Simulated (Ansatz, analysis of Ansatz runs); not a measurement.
**Charge-transition level of N on an O site in ZnO (HSE06)**

How near does this set-up come to the measured charge-transition level? Subject: N on an O site in ZnO. Set-up: HSE06, 32-site cell, PBE lattice, 420 eV, k: the zone centre alone, random start of 0.1 A, relaxed with the hybrid. The model is a cell of 32 host atoms with 1 O taken out and 1 N put in. The level is the Fermi energy at which two charge states have equal formation energy, after a correction for the images of the charge. Exact exchange opens the gap, stiffens bonds and lessens the self-interaction error, at many times the cost.

Measured beforehand: (0/-1) level above the valence-band top: 1.4 eV (“Acceptors in ZnO”, 2015, McCluskey et al.). The calculation is set beside it at the end.

Main program and level: Ansatz 0.2.0; plane-wave PAW DFT, HSE06; relaxation of all atoms of a defect supercell.

In doubt: the hybrid run may have settled on a false gap or state (step 3), so the values of those runs are not to be relied on.

## 1. Set-up

The cell holds 32 atoms: 16 Zn, 15 O and 1 N. Its edges and angles: a = 6.559 Å, b = 6.559 Å, c = 10.587 Å, α = 90.0°, β = 90.0°, γ = 120.0°. It derives from ZnO (space group P6_3mc). Nearest the centre at fractional (0.667, 0.333, 0.440): N20 at 0.00 Å, Zn22 at 2.00 Å, Zn30 at 2.00 Å, Zn6 at 2.00 Å, Zn17 at 2.01 Å, O23 at 3.25 Å, O19 at 3.25 Å, O7 at 3.25 Å.

The host's primitive cell comes from a first run (plane-wave PAW DFT, PBE; relaxation of the host's cell and atoms): vectors of 3.280, 3.280 and 5.293 Å. That is 12.33 Å³ an atom, 3.6 % over the diffraction cell's volume. The supercell is built on it.

## 2. Relaxation, charge 0

Every later number rests on the structure around the defect, so the atoms are relaxed at the host's lattice first.

relax0/input.yaml reads:

```yaml
relax:
  f_tol: 0.02
  max_steps: 80
  random_displacement: { amplitude: 0.1, seed: 973 }
crystal:
  lattice:
    - [6.55904025, 0.0, 0.0]
    - [-3.27952012, 5.68029548, 0.0]
    - [0.0, 0.0, 10.58650121]
  atoms:
    - { symbol: Zn, position: [0.166666667, 0.333333333, 0.249983547] }
    - { symbol: Zn, position: [0.333333333, 0.166666667, -1.6453e-05] }
    - { symbol: O, position: [0.333333333, 0.166666667, 0.189521453] }
    - { symbol: O, position: [0.166666667, 0.333333333, 0.439521453] }
    - { symbol: Zn, position: [0.166666667, 0.333333333, 0.749983547] }
    - { symbol: Zn, position: [0.333333333, 0.166666667, 0.499983547] }
    - { symbol: O, position: [0.333333333, 0.166666667, 0.689521453] }
    - { symbol: O, position: [0.166666667, 0.333333333, 0.939521453] }
    - { symbol: Zn, position: [0.166666667, 0.833333333, 0.249983547] }
    - { symbol: Zn, position: [0.333333333, 0.666666667, -1.6453e-05] }
    - { symbol: O, position: [0.333333333, 0.666666667, 0.189521453] }
    - { symbol: O, position: [0.166666667, 0.833333333, 0.439521453] }
    - { symbol: Zn, position: [0.166666667, 0.833333333, 0.749983547] }
    - { symbol: Zn, position: [0.333333333, 0.666666667, 0.499983547] }
    - { symbol: O, position: [0.333333333, 0.666666667, 0.689521453] }
    - { symbol: O, position: [0.166666667, 0.833333333, 0.939521453] }
    - { symbol: Zn, position: [0.666666667, 0.333333333, 0.249983547] }
    - { symbol: Zn, position: [0.833333333, 0.166666667, -1.6453e-05] }
    - { symbol: O, position: [0.833333333, 0.166666667, 0.189521453] }
    - { symbol: "N", position: [0.666666667, 0.333333333, 0.439521453] }
    - { symbol: Zn, position: [0.666666667, 0.333333333, 0.749983547] }
    - { symbol: Zn, position: [0.833333333, 0.166666667, 0.499983547] }
    - { symbol: O, position: [0.833333333, 0.166666667, 0.689521453] }
    - { symbol: O, position: [0.666666667, 0.333333333, 0.939521453] }
    - { symbol: Zn, position: [0.666666667, 0.833333333, 0.249983547] }
    - { symbol: Zn, position: [0.833333333, 0.666666667, -1.6453e-05] }
    - { symbol: O, position: [0.833333333, 0.666666667, 0.189521453] }
    - { symbol: O, position: [0.666666667, 0.833333333, 0.439521453] }
    - { symbol: Zn, position: [0.666666667, 0.833333333, 0.749983547] }
    - { symbol: Zn, position: [0.833333333, 0.666666667, 0.499983547] }
    - { symbol: O, position: [0.833333333, 0.666666667, 0.689521453] }
    - { symbol: O, position: [0.666666667, 0.833333333, 0.939521453] }
  host:
    repeats: [2, 2, 2]
    atoms:
      - { symbol: Zn, position: [0.333333333, 0.666666667, 0.499967094] }
      - { symbol: Zn, position: [0.666666667, 0.333333333, -3.2906e-05] }
      - { symbol: O, position: [0.666666667, 0.333333333, 0.379042906] }
      - { symbol: O, position: [0.333333333, 0.666666667, 0.879042906] }
basis:
  ecutwfc: 420
  xc_grid: 2
hamiltonian:
  xc: hse06
kpoints:
  mp_grid: { grid: [1, 1, 1] }
magnetization:
  spin_polarized: true
  initial_magnetization: 1
  spin_locking: { lock_magnetization: hard }
scf:
  occupations: { method: fermi_dirac, width: 0.01 }
  max_iter: 120
output:
  forces: true
  charged_corrections:
    epsilon: [5.21, 5.21, 5.27]
    static_epsilon: [10.56, 10.56, 11.59]
    defect_position: [0.666667, 0.333333, 0.439521]
  eigenvalues: true
checkpoint:
  write: "../relax0.run"
  compress: false
  write_wavefunctions: true
  write_every: 100000
```

Launch:

```bash
$ ansatz run input.yaml --threads 32 --pin off --max-ram 84787MiB --backend cuda --events-out ev --progress --plain --runs-dir out --max-vram 78GiB
```

Numbers of over 12 decimals in the logs are rounded to 6 here.

Output:

```text
[...]
Engine: ansatz 0.2.0, aarch64-unknown-linux-gnu
[...]
Pseudopotential: Zn, paw, valence charge 12, recommended cutoff 420 eV (normal), Zn.paw.azcp
Pseudopotential: O, paw, valence charge 6, recommended cutoff 420 eV (normal), O.paw.azcp
Pseudopotential: N, paw, valence charge 5, recommended cutoff 420 eV (normal), N.paw.azcp
Functional definition: HSE06
[...]
Crystal: 32 atoms, lattice volume = 394.424 Å³
Basis set: ecut = 420 eV, 7607 PW (Γ), exchange–correlation on 90×90×144 points (8 copies of the dense FFT grid, shifted against one another)
Bands: 176, of which v1, the nominal top of the filled ones, is band 144 counted from 1 (143 counted from 0)
[...]
k-points: 1
[...]
Functional: x = pbe(κ = 0.804, μ = 0.219515), c = pbe(β = 0.066725), warm-up for x = pbe(κ = 0.804, μ = 0.219515) + 0.25 (exact − pbe) at short range (hse, ω = 0.2078698 [...]
[...]
relax step   9: F+E_penalty+E_count = -61996.10073897 eV  Δ(F+E_penalty+E_count) = -1.021e-4 eV  max|allowed force component| = 8.534e-3 eV/Å  Δτ_max = 0.0037 Å  (17 SCF iters, accepted)
hybrid SCF converged: 3 outer / 17 inner (+0 warm-up), last move |dexx| = 3.02e-9 eV, tail = 1.28e-9 eV
Magnetization: 1.0000 μB (144.0000 up, 143.0000 down)
Absolute magnetization: 1.1960 μB (∫|ρ↑−ρ↓|, with the PAW one-centre terms)
[...]
Free energy (F): -61996.100739 eV
[...]
Fermi energy:    7.059992 (↑ 6.992933, ↓ 7.059992) eV
--- Per-component energies (eV) ---
[...]
--- Forces (eV/Å), atoms counted from 1 ---
[...]
--- Band table (eV) ---
[...]
--- Relaxed structure (9 steps of the walk, 9 accepted, 0 SCFs on fresh bases) ---
[...]
```

The job ended after 26 s (1 × NVIDIA GB200 with 32 threads of Arm Neoverse V2, shared host; peak memory 1.3 GiB).

Relaxation path:

```tsv
step	energy less that of the first step (eV)	largest force component (eV/Å)
1	0.0000	2.3143
2	-0.9162	1.3423
3	-1.4027	0.5260
4	-1.4967	0.2830
5	-1.5088	0.1796
6	-1.5184	0.0640
7	-1.5195	0.0303
8	-1.5195	0.0211
9	-1.5196	0.0085
```

The atoms that moved most (Å, from the sites as typed, ahead of the random displacement, the mean shift of all atoms taken out):

```tsv
atom	dx	dy	dz	length
N20	0.000	-0.074	-0.048	0.088
Zn30	0.000	0.056	0.054	0.078
Zn22	0.004	0.050	0.023	0.055
Zn6	-0.004	0.050	0.023	0.055
O19	0.015	-0.011	-0.039	0.043
O3	-0.015	-0.011	-0.039	0.043
Zn10	0.000	0.000	0.028	0.028
O27	0.000	0.000	-0.026	0.026
```

The relaxed structure:

```xyz
32
Lattice="6.5590 0.0000 0.0000 -3.2795 5.6803 0.0000 0.0000 0.0000 10.5865" Properties=species:S:1:pos:R:3 pbc="T T T"
Zn   -0.0077    1.8639    2.6591
Zn    1.6275    0.9189    0.0023
O     1.6167    0.9132    1.9751
O    -0.0077    1.8923    4.6537
Zn   -0.0077    1.8751    7.9698
Zn    1.6282    0.9744    5.3232
O     1.6149    0.9106    7.3172
O    -0.0077    1.8819    9.9483
Zn   -1.6576    4.7188    2.6495
Zn   -0.0077    3.7638    0.0353
O    -0.0077    3.7713    2.0289
O    -1.6689    4.7148    4.6618
Zn   -1.6425    4.7048    7.9673
Zn   -0.0076    3.7718    5.3074
O    -0.0077    3.7665    7.2873
O    -1.6446    4.6996    9.9455
Zn    3.2719    1.8685    2.6496
Zn    4.9163    0.9190    0.0023
O     4.9270    0.9132    1.9751
N     3.2718    1.7971    4.6124
Zn    3.2718    1.8463    7.9483
Zn    4.9154    0.9745    5.3232
O     4.9289    0.9106    7.3171
O     3.2718    1.8611    9.9324
Zn    1.6423    4.7188    2.6495
Zn    3.2718    3.7539    0.0056
O     3.2718    3.7647    1.9872
O     1.6536    4.7149    4.6618
Zn    1.6272    4.7049    7.9673
Zn    3.2718    3.8202    5.3541
O     3.2718    3.7516    7.3074
O     1.6293    4.6996    9.9454
```

Neighbours of N20 at the end:

```tsv
atom	distance (Å)
Zn17	1.964
Zn22	1.971
Zn6	1.971
Zn30	2.155
O28	3.224
O12	3.224
O3	3.237
O19	3.237
O27	3.281
O4	3.281
O23	3.293
O7	3.294
```

Read from the output:

```yaml
free_energy: -61996.1007 eV
total_moment: 1 μB
integral_of_the_absolute_spin_density: 1.196 μB
spin_contamination: 0.007693
```

The relaxation ends 47 meV an atom lower than the displaced start, with a largest force component of 0.0085 eV/Å.

## 3. Relaxation, charge −1

The input displaces the atoms at random before the relaxation, so that it can leave a symmetric saddle if there is one.

relax1/input.yaml, as its differences from relax0/input.yaml of step 2:

```diff
@@ -49,2 +49,3 @@
       - { symbol: O, position: [0.333333333, 0.666666667, 0.879042906] }
+total_charge: -1
 basis:
@@ -56,6 +57,2 @@
   mp_grid: { grid: [1, 1, 1] }
-magnetization:
-  spin_polarized: true
-  initial_magnetization: 1
-  spin_locking: { lock_magnetization: hard }
 scf:
@@ -71,3 +68,3 @@
 checkpoint:
-  write: "../relax0.run"
+  write: "../relax1.run"
   compress: false
```

Output:

```text
[...]
Crystal: 32 atoms, lattice volume = 394.424 Å³
Basis set: ecut = 420 eV, 7607 PW (Γ), exchange–correlation on 90×90×144 points (8 copies of the dense FFT grid, shifted against one another)
Bands: 176, of which v1, the nominal top of the filled ones, is band 144 counted from 1 (143 counted from 0)
[...]
k-points: 1
[...]
SCF 21 converged in 2 iterations: F = -61988.835232 eV  dr2 = 3.46e-11
[...]
hybrid outer 2: dexx = +7.276e-12 eV, tail = 7.54e-11 eV, Δε = 1.21e-5 eV (about 2.11e-5 eV left of the loop's levels), ΔF = 8.36e-6 eV/Å (tail 1.69e-4)
relax step   6: F+E_penalty+E_count = -61988.83523191 eV  Δ(F+E_penalty+E_count) = -2.619e-10 eV  max|allowed force component| = 1.316e-2 eV/Å  Δτ_max = 0.0000 Å  (4 SCF iters, accepted)
[...]
Free energy (F): -61988.835232 eV
[...]
Fermi energy:    7.415736 eV
[...]
--- Forces (eV/Å), atoms counted from 1 ---
[...]
--- Charged-cell corrections in eV (Makov–Payne, q = -1.000 e, ε = [10.560, 10.560, 11.590]) ---
  F (periodic)     = -61988.835232  (uncorrected; the corrections below are reported, never added to it)
  E_corr1          = +0.233202  (monopole, q²α_M/2ε̄L, of the cell on which ε is isotropic)
  F Makov-Payne    = -61988.602030  (F + E_corr1; no measured alignment; for a localised charge, not one spread in a band: unchecked)
  no potential alignment in this run, which stands beside a crystal: run the host's input off ansatz write-host-input, and read the two finished runs by ansatz place-levels (neither reads a slab, a wire or a sheet, whose cell leaves a vacuum)
--- Band table (eV) ---
[...]
--- Relaxed structure (6 steps of the walk, 6 accepted, 0 SCFs on fresh bases) ---
[...]
```

The job ended after 15 s (1 × NVIDIA GB200 with 32 threads; peak memory 1.3 GiB; 41 s of CPU time).

The steps of the relaxation:

```tsv
step	energy less that of the first step (eV)	largest force component (eV/Å)
1	0.0000	2.4470
2	-1.3779	1.4862
3	-2.0891	0.2130
4	-2.1031	0.0819
5	-2.1050	0.0132
6	-2.1050	0.0132
```

The atoms that moved most (Å, from the sites as typed, ahead of the random displacement, the mean shift of all atoms taken out):

```tsv
atom	dx	dy	dz	length
Zn17	0.000	0.000	0.129	0.129
Zn30	0.000	-0.062	-0.009	0.062
Zn6	0.053	0.030	-0.009	0.062
Zn22	-0.053	0.031	-0.009	0.062
Zn21	0.000	0.000	-0.053	0.053
N20	0.000	0.000	0.048	0.048
O3	-0.011	-0.007	-0.043	0.045
O19	0.010	-0.006	-0.043	0.045
```

Final coordinates:

```xyz
32
Lattice="6.5590 0.0000 0.0000 -3.2795 5.6803 0.0000 0.0000 0.0000 10.5865" Properties=species:S:1:pos:R:3 pbc="T T T"
Zn   -0.0078    1.8533    2.6788
Zn    1.6384    0.9280    0.0075
O     1.6213    0.9176    1.9703
O    -0.0075    1.8675    4.6440
Zn   -0.0076    1.8733    7.9479
Zn    1.6853    0.9546    5.2915
O     1.6124    0.9128    7.3391
O    -0.0081    1.8836    9.9459
Zn   -1.6625    4.7194    2.6788
Zn   -0.0078    3.7644    0.0418
O    -0.0075    3.7641    2.0200
O    -1.6503    4.7125    4.6440
Zn   -1.6452    4.7099    7.9479
Zn   -0.0071    3.7644    5.2637
O    -0.0072    3.7645    7.2766
O    -1.6366    4.7046    9.9457
Zn    3.2717    1.8704    2.7827
Zn    4.9043    0.9283    0.0077
O     4.9218    0.9180    1.9706
N     3.2717    1.8706    4.7087
Zn    3.2718    1.8709    7.8936
Zn    4.8586    0.9549    5.2912
O     4.9314    0.9130    7.3390
O     3.2715    1.8709    9.9089
Zn    1.6472    4.7195    2.6786
Zn    3.2717    3.7566    0.0076
O     3.2719    3.7759    1.9706
O     1.6357    4.7129    4.6437
Zn    1.6305    4.7102    7.9479
Zn    3.2720    3.7026    5.2912
O     3.2720    3.7869    7.3390
O     1.6210    4.7049    9.9459
```

Neighbours of N20 at the end:

```tsv
atom	distance (Å)
Zn6	1.922
Zn30	1.922
Zn22	1.922
Zn17	1.926
Zn21	3.185
O7	3.254
O23	3.254
O31	3.254
O4	3.280
O12	3.280
O28	3.280
```

Numbers from this step:

```
free energy : -61988.8352 eV
```

The relaxation ends 66 meV an atom lower than the displaced start, with a largest force component of 0.013 eV/Å.

## 4. Charge-transition levels

A charged cell feels its images and has its own zero of potential; this step corrects both and places the level between the host's band edges.

This step: place-levels on HSE06 runs: charge-transition levels with image-charge correction and potential alignment at the atomic sites.

levels.yaml reads:

```yaml
host:
  run: host.relax.run
states: [relax0.run, relax1.run]
```

Launch:

```bash
$ ansatz place-levels levels.yaml -- --threads 32 --pin off --max-ram 84787MiB --backend cuda --max-vram 78GiB
```

Output:

```text
(0/-1) 1.905 eV above the valence edge, 0.545 eV under the conduction edge
  edges by hse06, gap 2.451 eV; the host is sampled to repeats of 6.56 Å
  the defect's cells are sampled to repeats of 6.56 Å, like sampling
  charge 0: +0.000 eV for its dipole among its images, -0.000 omitted
  charge -1: -61988.5949 eV with its correction of +0.240 eV, at epsilon [10.56, 10.56, 11.59], aligned at sites: -0.0071 eV, mean over 21 atomic sites at or beyond 3.28 Å from the host's site at [0.6667, 0.3333, 0.4386] by the defect at [0.6667, 0.3333, [...]
  of the host: (host) hybrid's levels can ripple along a path where its exchange mesh is coarse, and an extremum then takes the crest, of which none of its warnings tells: converge the edges in the exchange mesh (kpoints.mp_grid)
  of states[0] (relax0.run): its only k-point is the zone centre, where a defect's energies can be off by tenths of an eV or more: see "From the zone centre to a mesh" in the quickstart; [...]
  of states[1] (relax1.run): how wide its charge is, is not read beside other atoms or cores, and a band state would take no correction. [...]
```

Wall time 0.06 s (32 threads).

This step gave:

```
gap : 2.451 eV
```

## 5. Results

```yaml
static_dielectric_constant_used: 10.9
band_gap_of_the_host: 2.45 eV
0_minus_1_level_above_the_valence_band_top: 1.91 eV
time_of_the_whole_chain: 99 s on 32 threads and a graphics card
```

In words: (0/-1) level above the valence-band top: computed 1.91 eV, measured 1.4 eV; 0.51 eV above the measurement. The level is counted in a gap of 2.45 eV, and the correction is screened by a dielectric constant of 10.9 from a linear-response run on the host (PBE). Limits: the zone centre alone is a coarse sampling for this cell; the periodic copies of the defect are only 6.6 Å apart.

[Logs are printed without paths, hosts, clocks, repeated set-up lines and the standing remarks that a program may print on its own settings, such as how far it seeks lower states.]

[Hosts, paths, dates, database ids (printed as entryN), source tags and the programs' standing remarks are cut or masked in the printed files.]

[For some hosts the program warned that the k-mesh of the response run may be too coarse for force constants and the static dielectric constant; such warnings are not shown here.]
